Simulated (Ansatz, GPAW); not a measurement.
**Optical response of SrPd2N2 (model structure)**

Aim: the dielectric function of SrPd2N2 (model structure), and the optical constants that follow from it. The cell was made here by substitution or stacking, whether or not such a phase is known. It was built so: All P replaced by N in the I4/mmm structure of SrP2Pd2. The cell is first relaxed with Ansatz.

Method: DFT, PBE, plane-wave PAW (GPAW data sets), scalar-relativistic, RPA, optical limit, in GPAW 26.7.0.

## 1. The structure

Symmetry: I4/mmm, No. 139, tetragonal system. Conventional cell: a = 3.841 Å, b = 3.841 Å, c = 8.802 Å, α = 90.00°, β = 90.00°, γ = 90.00°. Pd has 4 N at 2.26 Å nearest. Nearest to Sr lie 10 N at 2.90 to 3.40 Å and 8 Pd at 2.92 Å. Nearest to N lie 1 N at 2.01 Å and 4 Pd at 2.26 Å and 5 Sr at 2.90 to 3.40 Å. All P replaced by N in the I4/mmm structure of SrP2Pd2. Farther neighbours and most contacts between anions are not listed.

Structure file:

```cif
data_structure
_symmetry_space_group_name_H-M 'I4/mmm'
_symmetry_Int_Tables_number 139
_cell_length_a 3.8410
_cell_length_b 3.8410
_cell_length_c 8.8023
_cell_angle_alpha 90.000
_cell_angle_beta 90.000
_cell_angle_gamma 90.000
_cell_volume 129.86
loop_
_atom_site_label
_atom_site_type_symbol
_atom_site_symmetry_multiplicity
_atom_site_Wyckoff_symbol
_atom_site_fract_x
_atom_site_fract_y
_atom_site_fract_z
_atom_site_occupancy
Pd1 Pd 4 d 0.50000 0.00000 0.25000 1
Sr1 Sr 2 a 0.00000 0.00000 0.00000 1
N1 N 4 e 0.50000 0.50000 0.11400 1
```

## 2. Relaxation

The structure was built or cut out here, so it is relaxed before any spectrum is computed.

This step: DFT, PBE, plane-wave PAW, default files, scalar-relativistic, relaxation (Ansatz 0.2.0).

input.yaml reads:

```yaml
crystal:
  lattice:
    - [-1.92048777, 1.92048777, 4.40113668]
    - [1.92048777, -1.92048777, 4.40113668]
    - [1.92048777, 1.92048777, -4.40113668]
  atoms:
    - { symbol: Pd, position: [0.25, 0.75, 0.5] }
    - { symbol: Pd, position: [0.75, 0.25, 0.5] }
    - { symbol: Sr, position: [0.0, 0.0, 0.0] }
    - { symbol: "N", position: [0.614, 0.614, 0.0] }
    - { symbol: "N", position: [0.386, 0.386, 0.0] }
kpoints:
  mp_grid: { grid: [8, 8, 8] }
scf:
  occupations: { method: fermi_dirac, width: 0.05 }
hamiltonian:
  xc: pbe
output:
  forces: true
  stress: true
relax:
  f_tol: 0.02
  max_steps: 50
  cell: {}
```

Started as:

```
ansatz run input.yaml --threads 1 --pin off --max-ram 4096MiB --backend cpu --events-out ev --progress --plain --runs-dir out
```

Numbers of over 12 decimals in the logs are rounded to 6 here.

What it wrote:

```text
Engine: ansatz 0.2.0, x86_64-unknown-linux-gnu
Pseudopotentials: kind: paw
Pseudopotential: Pd, paw, valence charge 18, recommended cutoff 420 eV (normal), Pd.paw.azcp
Pseudopotential: Sr, paw, valence charge 10, recommended cutoff 420 eV (normal), Sr.paw.azcp
Pseudopotential: N, paw, valence charge 5, recommended cutoff 420 eV (normal), N.paw.azcp
Functional definition: PBE
  parameter kappa = 0.804
  parameter beta = 0.066725
  exchange = pbe_x(kappa = kappa, mu = beta*pi^2/3)
  correlation = pbe_c(beta = beta)
Crystal: 5 atoms, lattice volume = 64.930 Å³
Basis set: ecut = 420 eV, 1307 PW (Γ), exchange–correlation on 72×72×72 points (8 copies of the dense FFT grid, shifted against one another)
Bands: 34, of which v1, the nominal top of the filled ones, is band 28 counted from 1 (27 counted from 0)
Symmetry: 16 space group operations
Space group: I4/mmm (ITA 139), of the structure as read, at distance tolerance 4.0e-5 Å
k-points: 59 of 512
Non-local potential: Pd, projectors of the file, l = 0: 2, l = 1: 2, l = 2: 2, l = 3: 1
Non-local potential: Sr, projectors of the file, l = 0: 3, l = 1: 2, l = 2: 2
Non-local potential: N, projectors of the file, l = 0: 2, l = 1: 2, l = 2: 1
PAW form: soft (Blöchl's): semilocal exchange-correlation on the pseudo side does not see the compensation charge
PAW one-centre angular grid: Pd, 590 points (default); XC on 64 Gauss nodes
PAW one-centre angular grid: Sr, 110 points (default); XC on 64 Gauss nodes
PAW one-centre angular grid: N, 110 points (default); XC on 64 Gauss nodes
Initial density: superposition of atomic densities (neutral atoms: chi_scale 0, normalization atom), corrected by the library's trained network
Initial wavefunctions: pseudopotential atomic-orbital guess
Functional: x = pbe(κ = 0.804, μ = 0.219515), c = pbe(β = 0.066725)
SCF iter   1: F=—  HF=-18254.523523 eV  |F-HF|=—  |Δ(HF+E_count)|=         —  Δρ=1.23e-2  dr2=1.22e-1  ethr=1.77e-3  ⟨swp⟩=6.8  Hψ=8842  notcnv=0  defer=1
preconditioner: auto → Kerker (q_TF=auto, 2.662 Å⁻¹)  [metal: Δε(μ)=0.005 eV  Ē_g=9.939 eV  σ=0.050 eV  W_gap=0.03  n_scr=14 (ndim 8)  ℏωp=28.4 eV  f_vac=0.000  D(μ)=4.08/eV (n_scr^D=36)]
SCF iter   2: F=—  HF=-18254.512678 eV  |F-HF|=—  |Δ(HF+E_count)|=   1.08e-2  Δρ=4.31e-3  dr2=1.55e-2  ethr=2.17e-4  ⟨swp⟩=2.1  Hψ=2786  notcnv=0  defer=11
SCF iter   3: F=—  HF=-18254.510120 eV  |F-HF|=—  |Δ(HF+E_count)|=   2.56e-3  Δρ=1.40e-3  dr2=2.60e-3  ethr=2.77e-5  ⟨swp⟩=1.8  Hψ=2553  notcnv=0  defer=11
SCF iter   4: F=—  HF=-18254.509489 eV  |F-HF|=—  |Δ(HF+E_count)|=   6.31e-4  Δρ=4.65e-4  dr2=2.19e-4  ethr=4.64e-6  ⟨swp⟩=2.2  Hψ=2996  notcnv=0  defer=11
SCF iter   5: F=—  HF=-18254.509425 eV  |F-HF|=—  |Δ(HF+E_count)|=   6.44e-5  Δρ=1.06e-4  dr2=9.09e-6  ethr=3.92e-7  ⟨swp⟩=2.0  Hψ=3029  notcnv=0  defer=11
SCF iter   6: F=—  HF=-18254.509420 eV  |F-HF|=—  |Δ(HF+E_count)|=   4.89e-6  Δρ=2.61e-5  dr2=6.15e-7  ethr=1.62e-8  ⟨swp⟩=2.2  Hψ=2894  notcnv=0  defer=11
SCF iter   7: F=-18254.509420 eV  HF=-18254.509420 eV  |F-HF|=9.76e-9  |Δ(HF+E_count)|=   9.51e-8  Δρ=6.82e-6  dr2=5.11e-8  ethr=1.79e-10  ⟨swp⟩=5.0  Hψ=8094  notcnv=0
SCF 1 converged in 7 iterations: F = -18254.509420 eV  dr2 = 5.11e-8
  greatest PAW one-centre occupation: 1.000 electrons in one spin orbital (limit 2), on the Pd atom at site 1 (counted from 0), in its partial waves of l = 0
relax step   1: F+E_penalty+E_count = -18254.50942011 eV  Δ(F+E_penalty+E_count) = +0.000e0 eV  max|allowed force component| = 1.237e0 eV/Å  Δτ_max = 0.0000 Å  P = +16.268 GPa  Ω = 64.930 Å³  (7 SCF iters, dr2 threshold 1.00e-7 eV, accepted)
Crystal: 5 atoms, lattice volume = 70.791 Å³
Basis set: ecut = 420 eV, 1371 PW (Γ), exchange–correlation on 72×72×72 points (8 copies of the dense FFT grid, shifted against one another)
Initial density: handed on by an earlier stage of this run
Initial wavefunctions: those handed on with the density
iter 1 solved again at ethr=1.06e-3 eV; its pass at ethr=3.10e-3 eV (dr2=5.92e-1 eV) is discarded
SCF iter   1: F=—  HF=-18255.026725 eV  |F-HF|=—  |Δ(HF+E_count)|=         —  Δρ=2.08e-2  dr2=5.98e-1  ethr=1.06e-3  ⟨swp⟩=1.0  Hψ=9630  notcnv=0
preconditioner: auto → Kerker (q_TF=auto, 2.624 Å⁻¹)  [metal: Δε(μ)=0.013 eV  Ē_g=9.512 eV  σ=0.050 eV  W_gap=0.06  n_scr=22 (ndim 8)  ℏωp=27.2 eV  f_vac=0.000  D(μ)=4.58/eV (n_scr^D=36)]
SCF iter   2: F=—  HF=-18254.962562 eV  |F-HF|=—  |Δ(HF+E_count)|=   6.42e-2  Δρ=1.01e-2  dr2=1.69e-1  ethr=1.06e-3  ⟨swp⟩=1.9  Hψ=2128  notcnv=0
SCF iter   3: F=—  HF=-18254.933271 eV  |F-HF|=—  |Δ(HF+E_count)|=   2.93e-2  Δρ=2.44e-3  dr2=1.26e-2  ethr=3.02e-4  ⟨swp⟩=2.7  Hψ=2445  notcnv=0
SCF iter   4: F=—  HF=-18254.930155 eV  |F-HF|=—  |Δ(HF+E_count)|=   3.12e-3  Δρ=9.19e-4  dr2=9.10e-4  ethr=2.26e-5  ⟨swp⟩=2.2  Hψ=3215  notcnv=0
SCF iter   5: F=—  HF=-18254.929940 eV  |F-HF|=—  |Δ(HF+E_count)|=   2.16e-4  Δρ=3.14e-4  dr2=1.03e-4  ethr=1.62e-6  ⟨swp⟩=2.1  Hψ=3104  notcnv=0
SCF iter   6: F=—  HF=-18254.929927 eV  |F-HF|=—  |Δ(HF+E_count)|=   1.27e-5  Δρ=8.95e-5  dr2=7.02e-6  ethr=1.83e-7  ⟨swp⟩=2.0  Hψ=2805  notcnv=0
SCF iter   7: F=—  HF=-18254.929928 eV  |F-HF|=—  |Δ(HF+E_count)|=   1.29e-6  Δρ=3.30e-5  dr2=9.65e-7  ethr=1.25e-8  ⟨swp⟩=2.0  Hψ=3122  notcnv=0
SCF iter   8: F=-18254.929928 eV  HF=-18254.929928 eV  |F-HF|=1.50e-9  |Δ(HF+E_count)|=   4.71e-8  Δρ=8.43e-6  dr2=5.56e-8  ethr=8.93e-10  ⟨swp⟩=4.0  Hψ=6712  notcnv=0
SCF 2 converged in 8 iterations: F = -18254.929928 eV  dr2 = 5.56e-8
  greatest PAW one-centre occupation: 0.999 electrons in one spin orbital (limit 2), on the Pd atom at site 1 (counted from 0), in its partial waves of l = 0
relax step   2: F+E_penalty+E_count = -18254.92992819 eV  Δ(F+E_penalty+E_count) = -4.205e-1 eV  max|allowed force component| = 9.138e-1 eV/Å  Δτ_max = 0.0372 Å  P = +1.705 GPa  Ω = 70.791 Å³  energy of the carried Pulay correction = -1.025e-2 eV  (8 SCF iters, dr2 threshold 5.00e-7 eV, accepted)
Crystal: 5 atoms, lattice volume = 72.011 Å³
Basis set: ecut = 420 eV, 1413 PW (Γ), exchange–correlation on 72×72×72 points (8 copies of the dense FFT grid, shifted against one another)
iter 1 solved again at ethr=7.70e-5 eV; its pass at ethr=3.10e-3 eV (dr2=4.31e-2 eV) is discarded
SCF iter   1: F=—  HF=-18255.126951 eV  |F-HF|=—  |Δ(HF+E_count)|=         —  Δρ=1.16e-2  dr2=4.38e-2  ethr=7.70e-5  ⟨swp⟩=1.8  Hψ=10975  notcnv=0
preconditioner: auto → Kerker (q_TF=auto, 2.616 Å⁻¹)  [metal: Δε(μ)=0.005 eV  Ē_g=9.369 eV  σ=0.050 eV  W_gap=0.03  n_scr=24 (ndim 8)  ℏωp=27.0 eV  f_vac=0.000  D(μ)=3.99/eV (n_scr^D=32)]
[...]
relax step   8: F+E_penalty+E_count = -18257.23457796 eV  Δ(F+E_penalty+E_count) = -1.099e-1 eV  max|allowed force component| = 6.519e-1 eV/Å  Δτ_max = 0.0360 Å  P = -1.266 GPa  Ω = 78.806 Å³  energy of the carried Pulay correction = -2.293e-2 eV  (8 SCF iters, dr2 threshold 5.00e-7 eV, accepted)
relax step   9: F+E_penalty+E_count = -18257.25262189 eV  Δ(F+E_penalty+E_count) = -1.804e-2 eV  max|allowed force component| = 1.012e-1 eV/Å  Δτ_max = 0.0016 Å  P = +0.191 GPa  Ω = 78.695 Å³  energy of the carried Pulay correction = -2.277e-2 eV  (6 SCF iters, dr2 threshold 5.00e-7 eV, accepted)
relax step  10: F+E_penalty+E_count = -18257.25275418 eV  Δ(F+E_penalty+E_count) = -1.323e-4 eV  max|allowed force component| = 2.969e-2 eV/Å  Δτ_max = 0.0009 Å  P = +0.120 GPa  Ω = 78.676 Å³  energy of the carried Pulay correction = -2.274e-2 eV  (6 SCF iters, dr2 threshold 5.00e-7 eV, accepted)
relax step  11: F+E_penalty+E_count = -18257.25269336 eV  Δ(F+E_penalty+E_count) = +6.082e-5 eV  max|allowed force component| = 3.880e-4 eV/Å  Δτ_max = 0.0002 Å  P = +0.022 GPa  Ω = 78.744 Å³  energy of the carried Pulay correction = -2.284e-2 eV  (6 SCF iters, dr2 threshold 5.51e-8 eV, accepted)
relax step  12: F+E_penalty+E_count = -18257.36549944 eV  Δ(F+E_penalty+E_count) = -1.128e-1 eV  max|allowed force component| = 1.040e-1 eV/Å  Δτ_max = 0.0000 Å  P = +1.916 GPa  Ω = 78.744 Å³  stress off target by 3.93e0 GPa  SCF on the basis re-selected at this cell (its energy is not comparable with the rows above)  (8 SCF iters)
relax step  13: F+E_penalty+E_count = -18257.39864415 eV  Δ(F+E_penalty+E_count) = -3.314e-2 eV  max|allowed force component| = 8.264e-3 eV/Å  Δτ_max = 0.0143 Å  P = +0.813 GPa  Ω = 80.538 Å³  energy of the carried Pulay correction = -2.774e-3 eV  (7 SCF iters, dr2 threshold 5.00e-7 eV, accepted)
relax step  14: F+E_penalty+E_count = -18257.40895961 eV  Δ(F+E_penalty+E_count) = -1.032e-2 eV  max|allowed force component| = 1.566e-1 eV/Å  Δτ_max = 0.0138 Å  P = +0.190 GPa  Ω = 81.855 Å³  energy of the carried Pulay correction = -5.041e-3 eV  (7 SCF iters, dr2 threshold 5.00e-7 eV, accepted)
relax step  15: F+E_penalty+E_count = -18257.40918833 eV  Δ(F+E_penalty+E_count) = -2.287e-4 eV  max|allowed force component| = 4.749e-2 eV/Å  Δτ_max = 0.0008 Å  P = -0.037 GPa  Ω = 81.871 Å³  energy of the carried Pulay correction = -5.050e-3 eV  (6 SCF iters, dr2 threshold 5.00e-7 eV, accepted)
relax step  16: F+E_penalty+E_count = -18257.40916509 eV  Δ(F+E_penalty+E_count) = +2.325e-5 eV  max|allowed force component| = 5.725e-4 eV/Å  Δτ_max = 0.0004 Å  P = +0.001 GPa  Ω = 81.892 Å³  energy of the carried Pulay correction = -5.095e-3 eV  (6 SCF iters, dr2 threshold 1.41e-7 eV, accepted)
relax step  17: F+E_penalty+E_count = -18257.41620832 eV  Δ(F+E_penalty+E_count) = -7.043e-3 eV  max|allowed force component| = 9.504e-3 eV/Å  Δτ_max = 0.0000 Å  P = +0.027 GPa  Ω = 81.892 Å³  stress off target by 1.82e-1 GPa  SCF on the basis re-selected at this cell (its energy is not comparable with the rows above)  (7 SCF iters)
relax step  18: F+E_penalty+E_count = -18257.41632820 eV  Δ(F+E_penalty+E_count) = -1.199e-4 eV  max|allowed force component| = 4.956e-4 eV/Å  Δτ_max = 0.0015 Å  P = +0.013 GPa  Ω = 81.974 Å³  energy of the carried Pulay correction = -7.849e-5 eV  (6 SCF iters, dr2 threshold 8.28e-8 eV, accepted)
iter 1 solved again at ethr=3.94e-6 eV; its pass at ethr=3.10e-3 eV (dr2=2.21e-3 eV) is discarded
SCF iter   1: F=—  HF=-18257.416468 eV  |F-HF|=—  |Δ(HF+E_count)|=         —  Δρ=6.16e-5  dr2=1.06e-7  ethr=3.94e-6  ⟨swp⟩=3.2  Hψ=14105  notcnv=0
eigensolver tolerance schedule: the retry pair's looser diagonalisation over-reported the residual by 20739.40 of it (diagonalisation noise at an unbounded share of the residual, at the tolerance the schedule requests for it); recorded, not acted on — ethr = c·dr2/N_el stays at c = 1.0e-1
preconditioner: auto → Kerker (q_TF=auto, 2.560 Å⁻¹)  [metal: Δε(μ)=0.011 eV  Ē_g=9.548 eV  σ=0.050 eV  W_gap=0.05  n_scr=32 (ndim 8)  ℏωp=25.3 eV  f_vac=0.003  D(μ)=2.51/eV (n_scr^D=16)]
SCF iter   2: F=—  HF=-18257.416443 eV  |F-HF|=—  |Δ(HF+E_count)|=   2.56e-5  Δρ=3.14e-5  dr2=2.81e-8  ethr=1.90e-10  ⟨swp⟩=3.9  Hψ=5886  notcnv=0
SCF iter   3: F=—  HF=-18257.416449 eV  |F-HF|=—  |Δ(HF+E_count)|=   6.42e-6  Δρ=5.91e-6  dr2=6.24e-9  ethr=5.01e-11  ⟨swp⟩=2.0  Hψ=2936  notcnv=0
SCF iter   4: F=—  HF=-18257.416449 eV  |F-HF|=—  |Δ(HF+E_count)|=   2.06e-7  Δρ=1.08e-6  dr2=1.70e-9  ethr=1.11e-11  ⟨swp⟩=1.2  Hψ=2077  notcnv=0
SCF iter   5: F=—  HF=-18257.416449 eV  |F-HF|=—  |Δ(HF+E_count)|=  6.88e-10  Δρ=3.62e-7  dr2=2.26e-10  ethr=3.04e-12  ⟨swp⟩=1.1  Hψ=2014  notcnv=0
SCF iter   6: F=-18257.416449 eV  HF=-18257.416449 eV  |F-HF|=7.28e-12  |Δ(HF+E_count)|=  2.33e-10  Δρ=9.62e-8  dr2=6.82e-12  ethr=1.00e-12  ⟨swp⟩=5.0  Hψ=7656  notcnv=0
SCF 19 converged in 6 iterations: F = -18257.416449 eV  dr2 = 6.82e-12
relax step  19: F+E_penalty+E_count = -18257.41644915 eV  Δ(F+E_penalty+E_count) = -1.210e-4 eV  max|allowed force component| = 5.427e-4 eV/Å  Δτ_max = 0.0000 Å  P = +0.013 GPa  Ω = 81.974 Å³  stress off target by 3.28e-2 GPa  SCF on the basis re-selected at this cell (its energy is not comparable with the rows above)  (6 SCF iters)
basis re-selected at this cell: Δ(F+E_penalty+E_count) = -1.210e-4 eV, ΔP = -0.000 GPa vs the last step (what re-selecting the basis moved, of the pressure what is left beyond the Pulay correction that the steps carried, after the strain that the cell walked since its last selection, with what the two solves' SCF thresholds leave and, on support functions, any second-order correction that the steps lacked; it is no m [...]
SCF converged after 6 iterations
Free energy (F): -18257.416449 eV
Harris-Foulkes:  -18257.416449 eV  (|F-HF|=7.28e-12)
Internal energy: -18257.396292 eV  (E = F + TS)
E sigma→0 (E₀):  -18257.406370 eV
Entropy (-TS):   -0.020157 eV (-4.031 meV/atom)
Fermi energy:    12.195751 eV
--- Per-component energies (eV) ---
  E_band       = -570.475020
  E_kinetic    = 1532.815603
  E_local      = -6192.959495  (includes V_loc(G=0)·N_el)
  E_nonlocal   = 731.963722
  E_hartree    = 2416.318169
  E_xc         = -627.940252
  E_vxc        = -733.797295  (∫ρ·V_xc dr)
  E_paw        = -10451.257219  (= ΣΔE_a)
  E_vpaw       = -741.134550  (= ΣTr[D̂ρ^β])
  E_aug_tail   = 0.000637  (compensation charges beyond the density's cutoff)
  E_ewald      = -5666.337456
  E_smearing   = -0.020157  (= −TS)
  E_closure    = -0.000000  (closes the sum)
  Σ components = -18257.416449   (vs F -18257.416449, Δ=0.00e0)
--- Forces (eV/Å), atoms counted from 1 ---
  atom   1  Pd     0.00000000    -0.00000000     0.00000000
  atom   2  Pd    -0.00000000    -0.00000000     0.00000000
  atom   3  Sr    -0.00000000     0.00000000     0.00000000
  atom   4  N      0.00000000     0.00000000     0.00054274
  atom   5  N      0.00000000     0.00000000    -0.00054274
  max |Σ_I F_I| component: 1.04e-17 eV/Å
--- Stress (GPa, compression-positive) ---
        0.003305       0.000000      -0.000000
        0.000000       0.003305       0.000000
       -0.000000       0.000000       0.032784
  P = ⅓ Tr σ = 0.0131 GPa (0.131 kbar)
--- Relaxed structure (16 steps of the walk, 15 accepted, 3 SCFs on fresh bases) ---
  F+E_penalty+E_count = -18257.41644915 eV   max|allowed force component| = 5.427e-4 eV/Å   (the final SCF, on the basis selected at the relaxed cell)
  cell:  # Å, volume = 81.9736 Å³
    - [-1.956265, 1.956265, 5.354991]
    - [1.956265, -1.956265, 5.354991]
    - [1.956265, 1.956265, -5.354991]
  atoms:
    - { symbol: Pd, position: [0.25, 0.750000, 0.5] }
    - { symbol: Pd, position: [0.750000, 0.25, 0.5] }
    - { symbol: Sr, position: [2.351987905498393e-18, 2.3519879054983936e-18, 0] }
    - { symbol: N, position: [0.556057, 0.556057, 0] }
    - { symbol: N, position: [0.443943, 0.443943, 0] }
```

It took 91 s on 1 thread of Intel Xeon 6975P-C (Granite Rapids), shared host; peak memory 0.52 GiB.

Step by step:

```
step  energy less that of the first step (eV)  largest force component (eV/Å)  pressure (GPa)  volume (Å³)
   1                                   0.0000                          1.2365           16.27        64.93
   2                                  -0.4205                          0.9138            1.70        70.79
   3                                  -0.6137                          1.1332           -1.49        72.01
   4                                  -1.1806                          2.6904           -3.11        71.95
   5                                  -2.4521                          2.0294            4.41        72.13
   6                                   7.9420                         97.6853           70.74        75.08
   7                                  -2.6153                          1.8370            2.13        73.93
   8                                  -2.7252                          0.6519           -1.27        78.81
   9                                  -2.7432                          0.1012            0.19        78.69
  10                                  -2.7433                          0.0297            0.12        78.68
  11                                  -2.7433                          0.0004            0.02        78.74
 12*                                  -2.8561                          0.1040            1.92        78.74
  13                                  -2.8892                          0.0083            0.81        80.54
  14                                  -2.8995                          0.1566            0.19        81.86
  15                                  -2.8998                          0.0475           -0.04        81.87
  16                                  -2.8997                          0.0006            0.00        81.89
 17*                                  -2.9068                          0.0095            0.03        81.89
  18                                  -2.9069                          0.0005            0.01        81.97
 19*                                  -2.9070                          0.0005            0.01        81.97
```

Relaxation steps marked * repeat the geometry before them on a plane-wave basis chosen anew for their cell, so energy and pressure can jump there. Relaxation step 6 was tried and not accepted.

The run keeps the 16 symmetry operations that it works with, so distortions that break them were not tested.

```
     cell as run  before   after   change
           a (Å)   5.172   6.027  +16.5 %
           b (Å)   5.172   6.027  +16.5 %
           c (Å)   5.172   6.027  +16.5 %
           α (°)  136.40  142.12   +4.2 %
           β (°)  136.40  142.12   +4.2 %
           γ (°)   63.36   54.64  -13.8 %
volume (Å³/atom)   12.99   16.39  +26.2 %
```

The atoms that moved most (Å, as changes of fractional coordinates times the final cell):

```
atom     dx     dy      dz  length
  N4  0.000  0.000  -0.621   0.621
  N5  0.000  0.000   0.621   0.621
```

The relaxed structure:

```
Pd Sr N
1.0
    -1.95626    1.95626    5.35499
     1.95626   -1.95626    5.35499
     1.95626    1.95626   -5.35499
Pd Sr N
2 1 2
Cartesian
  1.9563 0.0000 2.6775
  0.0000 1.9563 2.6775
  0.0000 0.0000 0.0000
  0.0000 0.0000 5.9554
  0.0000 0.0000 4.7546
```

The relaxation ends with a largest force component of 5.4e-4 eV/Å and a pressure of 0.01 GPa.

[end of part 1 of 3]

[Machine, clock and banner lines and Python warnings are left out of the logs.]

[Logs are printed without paths, hosts, clocks, repeated set-up lines and the standing remarks that a program may print on its own settings, such as how far it seeks lower states.]

[Hosts, paths, dates, database ids (printed as entryN), source tags and the programs' standing remarks are cut or masked in the printed files.]
